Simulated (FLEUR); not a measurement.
# GdZn: which magnetic order is lowest

Wanted: the moments of GdZn and the energy of each order that was tried.

Main program and level: FLEUR MaX-R8.1; LDA (VWN) with U = 6 eV on Gd f; all-electron FLAPW, Dirac cores, scalar-relativistic bands.

The database entry behind the starting cell differs from later determinations by our own check (about 0.4 % long), so it need not match the best structure at ambient conditions.

### 1. The starting structure

Symmetry: Pm-3m, No. 221, cubic system. Conventional cell: a = 3.618 Å, b = 3.618 Å, c = 3.618 Å, α = 90.00°, β = 90.00°, γ = 90.00°. Nearest to Gd lie 8 Zn at 3.13 Å. Zn has 8 Gd at 3.13 Å nearest. Farther neighbours are not listed.

### 2. Run 1 (ferro +)

The parallel start is the test of whether parallel moments hold. The U counters the self-interaction that shrinks the moments of a localised shell.

The file n_mmp_mat seeds the f occupations with whole cubic orbitals by Hund's first rule, so that the U acts from the first pass. inpgen writes inp.xml from crystal.txt; cutoffs, mixing, functional, smearing and local orbitals are then set in the file. The k list default-1 (kpts.xml, not shown) is a Γ-centred 8×8×8 mesh; where the ranks do not divide the number of points, some are split in two of half the weight.

inp.xml

```
<?xml version="1.0" encoding="UTF-8" standalone="no"?>
<fleurInput fleurInputVersion="0.39">
   <comment>
      GdZn
   </comment>
   <calculationSetup>
      <cutoffs Kmax="3.6" Gmax="10.8" GmaxXC="10.8" numbands="0"/>
      <scfLoop itmax="130" minDistance="0.0001" maxIterBroyd="15" imix="Anderson" alpha="0.05" precondParam="0.0" spinf="2.0" sdNocoIR="T"/>
      <coreElectrons ctail="T" frcor="F" kcrel="0" coretail_lmax="0"/>
      <xcFunctional name="vwn" relativisticCorrections="F"/>
      <magnetism jspins="2"/>
      <soc l_soc="F" theta="0.0" phi="0.0" spav="F"/>
      <expertModes spex="0" secvar="F"/>
      <geometryOptimization l_f="F" forcealpha="1.0" forcemix="BFGS" epsdisp="0.00001" epsforce="0.00001"/>
      <ldaU l_linMix="F" mixParam="0.05" spinf="1.0"/>
   </calculationSetup>
   <cell>
      <bzIntegration valenceElectrons="30.0" mode="hist" fermiSmearingEnergy="0.00183747">
         <kPointListSelection listName="default-1"/>
         <xi:include xmlns:xi="http://www.w3.org/2001/XInclude" href="kpts.xml"> </xi:include>
      </bzIntegration>
      <xi:include xmlns:xi="http://www.w3.org/2001/XInclude" href="sym.xml"> </xi:include>
      <bulkLattice scale="1.0">
         <bravaisMatrix>
            <row-1>    6.8370291188027990     0.0000000000000000     0.0000000000000000</row-1>
            <row-2>    0.0000000000000000     6.8370291188027990     0.0000000000000000</row-2>
            <row-3>    0.0000000000000000     0.0000000000000000     6.8370291188027990</row-3>
         </bravaisMatrix>
      </bulkLattice>
   </cell>
   <atomSpecies>
      <species name="Gadolinium7.000" element="Gd" atomicNumber="64">
         <mtSphere radius="2.8" gridPoints="925" logIncrement="0.014"/>
         <atomicCutoffs lmax="10" lnonsphr="8"/>
         <electronConfig flipSpins="F">
            <coreConfig>(1s1/2) (2s1/2) (2p1/2) (2p3/2) (3s1/2) (3p1/2) (3p3/2) (4s1/2) (3d3/2) (3d5/2) (4p1/2) (4p3/2) (4d3/2) (4d5/2)</coreConfig>
            <valenceConfig>(5s1/2) (5p1/2) (5p3/2) (6s1/2) (4f5/2) (4f7/2) (5d3/2) (5d5/2)</valenceConfig>
            <stateOccupation state="(4f5/2)" spinUp="2.5" spinDown="0.5"/>
            <stateOccupation state="(4f7/2)" spinUp="4.0" spinDown="0.0"/>
            <stateOccupation state="(5d3/2)" spinUp="0.4" spinDown="0.0"/>
            <stateOccupation state="(5d5/2)" spinUp="0.6" spinDown="0.0"/>
         </electronConfig>
         <energyParameters s="6" p="6" d="5" f="4"/>
         <ldaU l="3" U="6.0" J="0.0" l_amf="F"/>
         <lo type="SCLO" l="0" n="5" eDeriv="0"/>
         <lo type="SCLO" l="1" n="5" eDeriv="0"/>
      </species>
      <species name="Zinc (Zn)" element="Zn" atomicNumber="30">
         <mtSphere radius="2.8" gridPoints="925" logIncrement="0.014"/>
         <atomicCutoffs lmax="10" lnonsphr="8"/>
         <electronConfig flipSpins="F">
            <coreConfig>(1s1/2) (2s1/2) (2p1/2) (2p3/2) (3s1/2) (3p1/2) (3p3/2)</coreConfig>
            <valenceConfig>(4s1/2) (3d3/2) (3d5/2)</valenceConfig>
         </electronConfig>
         <energyParameters s="4" p="4" d="3" f="4"/>
      </species>
   </atomSpecies>
   <atomGroups>
      <atomGroup species="Gadolinium7.000">
         <relPos label="                   1">.0000000000 .0000000000 .0000000000</relPos>
         <force calculate="T" relaxXYZ="TTT"/>
      </atomGroup>
      <atomGroup species="Zinc (Zn)">
         <relPos label="                   2">1.000/2.000 1.000/2.000 1.000/2.000</relPos>
         <force calculate="T" relaxXYZ="TTT"/>
      </atomGroup>
   </atomGroups>
   <output dos="F" band="F" slice="F">
      <bandDOS minEnergy="-.5*Htr" maxEnergy="0.5*Htr" sigma="0.015" storeEVData="T"/>
      <plotting iplot="0" polar="F">
         <plot TwoD="T" vec1="  1.0  0.0  0.0" vec2="  0.0  1.0  0.0" vec3="  0.0  0.0  1.0" zero="  0.0  0.0  0.0" file="plot"/>
      </plotting>
      <moessbauerParams electricFieldGradient="F" isomerShift="F" coreHyperfine="F" valenceHyperfine="F"/>
   </output>
</fleurInput>
```

crystal.txt

```
GdZn
&input film=F cartesian=F /
3.61800000000  0.00000000000  0.00000000000
0.00000000000  3.61800000000  0.00000000000
0.00000000000  0.00000000000  3.61800000000
1.8897261246
1.0 1.0 1.0

2
64 0.00000000000  0.00000000000  0.00000000000 : 7.000
30 0.50000000000  0.50000000000  0.50000000000

&kpt div1=8 div2=8 div3=8 gamma=T /
```

Run with:

```
OMP_NUM_THREADS=1 inpgen -f crystal.txt > inpgen.log  # inp.xml is then edited as shown
OMP_NUM_THREADS=1 mpirun -n 4 fleur_MPI > fleur.log
```

Output:

```text
Welcome to FLEUR        (www.flapw.de)
      MaX-Release 8.1          (www.max-centre.eu)

 ========== k-point set info ==========
 Selected k-point list: default-1
 k-point list type: mesh
 0 x 0 x 0
 Number of k points: 36

 ------------Calculation Setup---------------------------
 Number of MPI-tasks      :            4
 Number of PE/node        :            4
 Number of OMP-threads    :            1
 k-points in parallel     :            4
 pe's per k-point         :            1
 No of k-point loops      :            9
 Eigenvalue solver        :       lapack
 Number of basis functions:          292
 Approximate size of matrices (H+S) per k-point:         0.001 GB
 --------------------------------------------------------
 Iteration:     1   Distance:      23.04863657 me/bohr^3
 Iteration:     2   Distance:      21.98280977 me/bohr^3
 Iteration:     3   Distance:      12.18175601 me/bohr^3
 Iteration:     4   Distance:       5.11958287 me/bohr^3
 Iteration:     5   Distance:       1.40500084 me/bohr^3
 Iteration:     6   Distance:       0.80334532 me/bohr^3
 Iteration:     7   Distance:       0.92752762 me/bohr^3
 Iteration:     8   Distance:       0.07883050 me/bohr^3
 Iteration:     9   Distance:       0.03186505 me/bohr^3
 Iteration:    10   Distance:       0.02018092 me/bohr^3
 Iteration:    11   Distance:       0.00643437 me/bohr^3
 Iteration:    12   Distance:       0.00318905 me/bohr^3
 Iteration:    13   Distance:       0.00073852 me/bohr^3
 Iteration:    14   Distance:       0.00031937 me/bohr^3
 Iteration:    15   Distance:       0.00026672 me/bohr^3
 Iteration:    16   Distance:       0.00021053 me/bohr^3
 Iteration:    17   Distance:       0.00011211 me/bohr^3
 Iteration:    18   Distance:       0.00002989 me/bohr^3

 ********************************************************************
 Run finished successfully
 Stop message:
   all done
 ********************************************************************

--- out.xml (last complete iteration) ---
<iteration numberForCurrentRun="   18" overallNumber="   18">
         [... left out ...]
         <bandgap value="0.0291714809" units="eV"/>
         <sumValenceSingleParticleEnergies value="-4.9978561488" units="Htr"/>
         <FermiEnergy value="0.2692839393" units="Htr"/>
         <valenceDensity>
            <mtCharges spin="1">
               <mtCharge atomType="1" total="11.6596563" s="1.1020167" p="2.9912706" d="0.5964389" f="6.9686237"/>
               <mtCharge atomType="2" total="5.8848036" s="0.5038366" p="0.4160704" d="4.9552607" f="0.0067989"/>
            </mtCharges>
            <mtCharges spin="2">
               <mtCharge atomType="1" total="4.3528512" s="1.0931749" p="2.9460358" d="0.2947373" f="0.0177861"/>
               <mtCharge atomType="2" total="5.8171066" s="0.5296496" p="0.3415948" d="4.9408410" f="0.0034473"/>
            </mtCharges>
            <spinDependentCharge spin="1" total="18.8263079" interstitial="1.2818479" mtSpheres="17.5444600"/>
            <spinDependentCharge spin="2" total="11.1736921" interstitial="1.0037343" mtSpheres="10.1699578"/>
            <totalCharge value="30.0000000000"/>
         </valenceDensity>
         [... left out ...]
         <allElectronCharges>
            <spinDependentCharge spin="1" total="50.8263079" interstitial="1.2819699" mtSpheres="49.5443380"/>
            <spinDependentCharge spin="2" total="43.1736921" interstitial="1.0038568" mtSpheres="42.1698353"/>
            <totalCharge value="93.9999999792"/>
         </allElectronCharges>
         <magneticMomentsInMTSpheres units="muBohr">
            <globalMagMoment atomType="1" vec="0.00000   0.00000   7.30681"/>
            <localMagMoment atomType="1" vec="0.00000   0.00000   7.30681"/>
            <globalMagMoment atomType="2" vec="0.00000   0.00000   0.06770"/>
            <localMagMoment atomType="2" vec="0.00000   0.00000   0.06770"/>
         </magneticMomentsInMTSpheres>
         <moessbauerParams unitsHFF="kG" unitsIS="e/bohr^3" unitsEFG="Htr/bohr^2">
         </moessbauerParams>
         <totalEnergy value="   -13066.5059335009" units="Htr">
            <sumOfEigenvalues value="    -7967.3635632027">
               <coreElectrons value="-7962.3657070538"/>
               <valenceElectrons value="-4.9978561488"/>
            </sumOfEigenvalues>
            <densityCoulombPotentialIntegral value="-21669.7995577367"/>
            <densityEffectivePotentialIntegral value="-22083.2698992216"/>
            <chargeDenXCDenIntegral value="-311.7388080432"/>
            <FockExchangeEnergyValence value="0.0000000000"/>
            <FockExchangeEnergyCore value="0.0000000000"/>
            <atomTypeDependentContributions atomType="1">
               <electronNucleiInteractionDifferentMTs value="13836.1069535392"/>
               <MadelungTerm value="-29.8571842853"/>
            </atomTypeDependentContributions>
            <atomTypeDependentContributions atomType="2">
               <electronNucleiInteractionDifferentMTs value="2164.0803855866"/>
               <MadelungTerm value="-6.4939980168"/>
            </atomTypeDependentContributions>
            <dftUCorrection value="-0.7648388197"/>
            <tkbTimesEntropy value="0.0004524015"/>
            <freeEnergy value="-13066.5063859024"/>
            <extrapolationTo0K value="-13066.5061597016"/>
         </totalEnergy>
         <ldaUDensityMatrix>
            <densityMatrixFor spin="1" atomType="1" uIndex="1" l="3" U="6.00000000" J="0.00000000">
               (+0.99540,+0.00000) (+0.00000,+0.00000) (+0.00000,+0.00000) (+0.00000,+0.00000) (-0.00072,+0.00000) (+0.00000,+0.00000) (+0.00000,+0.00000)
               (+0.00000,+0.00000) (+0.99571,+0.00000) (+0.00000,+0.00000) (+0.00000,+0.00000) (+0.00000,+0.00000) (+0.00062,+0.00000) (+0.00000,+0.00000)
               (+0.00000,+0.00000) (+0.00000,+0.00000) (+0.99577,+0.00000) (+0.00000,+0.00000) (+0.00000,+0.00000) (+0.00000,+0.00000) (-0.00072,+0.00000)
               (+0.00000,+0.00000) (+0.00000,+0.00000) (+0.00000,+0.00000) (+0.99485,+0.00000) (+0.00000,+0.00000) (+0.00000,+0.00000) (+0.00000,+0.00000)
               (-0.00072,+0.00000) (+0.00000,+0.00000) (+0.00000,+0.00000) (+0.00000,+0.00000) (+0.99577,+0.00000) (+0.00000,+0.00000) (+0.00000,+0.00000)
               (+0.00000,+0.00000) (+0.00062,+0.00000) (+0.00000,+0.00000) (+0.00000,+0.00000) (+0.00000,+0.00000) (+0.99571,+0.00000) (+0.00000,+0.00000)
               (+0.00000,+0.00000) (+0.00000,+0.00000) (-0.00072,+0.00000) (+0.00000,+0.00000) (+0.00000,+0.00000) (+0.00000,+0.00000) (+0.99540,+0.00000)
            </densityMatrixFor>
            <densityMatrixFor spin="2" atomType="1" uIndex="1" l="3" U="6.00000000" J="0.00000000">
               (+0.00232,+0.00000) (+0.00000,+0.00000) (+0.00000,+0.00000) (+0.00000,+0.00000) (-0.00088,+0.00000) (+0.00000,+0.00000) (+0.00000,+0.00000)
               (+0.00000,+0.00000) (+0.00298,+0.00000) (+0.00000,+0.00000) (+0.00000,+0.00000) (+0.00000,+0.00000) (+0.00047,+0.00000) (+0.00000,+0.00000)
               (+0.00000,+0.00000) (+0.00000,+0.00000) (+0.00277,+0.00000) (+0.00000,+0.00000) (+0.00000,+0.00000) (+0.00000,+0.00000) (-0.00088,+0.00000)
               (+0.00000,+0.00000) (+0.00000,+0.00000) (+0.00000,+0.00000) (+0.00164,+0.00000) (+0.00000,+0.00000) (+0.00000,+0.00000) (+0.00000,+0.00000)
               (-0.00088,+0.00000) (+0.00000,+0.00000) (+0.00000,+0.00000) (+0.00000,+0.00000) (+0.00277,+0.00000) (+0.00000,+0.00000) (+0.00000,+0.00000)
               (+0.00000,+0.00000) (+0.00047,+0.00000) (+0.00000,+0.00000) (+0.00000,+0.00000) (+0.00000,+0.00000) (+0.00298,+0.00000) (+0.00000,+0.00000)
               (+0.00000,+0.00000) (+0.00000,+0.00000) (-0.00088,+0.00000) (+0.00000,+0.00000) (+0.00000,+0.00000) (+0.00000,+0.00000) (+0.00232,+0.00000)
            </densityMatrixFor>
         </ldaUDensityMatrix>
         <ldaUDensityMatrixConvergence>
            <distance spin="1" distance="0.000000"/>
            <distance spin="2" distance="0.000000"/>
         </ldaUDensityMatrixConvergence>
         <densityConvergence units="me/bohr^3">
            <chargeDensity spin="1" distance="0.0000223950"/>
            <chargeDensity spin="2" distance="0.0000152436"/>
            <overallChargeDensity distance="0.0000239711"/>
            <spinDensity distance="0.0000298863"/>
         </densityConvergence>
      </iteration>
```

The job ended after 13 s (4 MPI ranks of Intel Xeon Platinum 8375C at 2.90GHz (Ice Lake), shared host; peak memory 0.26 GiB).

Read from the output:

```yaml
free_energy: -355557.7522 eV
program_s_band_gap_on_this_mesh_in_a_metal_only_a_level_spacing: 0.02917 eV
magnetization: 7.653 μB
final_state: ferromagnetic
largest_moment: 7.307 μB
```

After 18 cycles the largest moment stands at 7.31 μB.

[end of part 1 of 3]

[Logs and program files are shortened in this print: banners, set-up blocks, solver, clock and traceback lines can be left out without a mark of their own.]

[Logs are printed without paths, hosts, clocks, repeated set-up lines and the standing remarks that a program may print on its own settings, such as how far it seeks lower states.]

[Hosts, paths, dates, database ids (printed as entryN), source tags and the programs' standing remarks are cut or masked in the printed files.]

[Where a cell is said to come from a database of computed structures, the database is the Materials Project.]
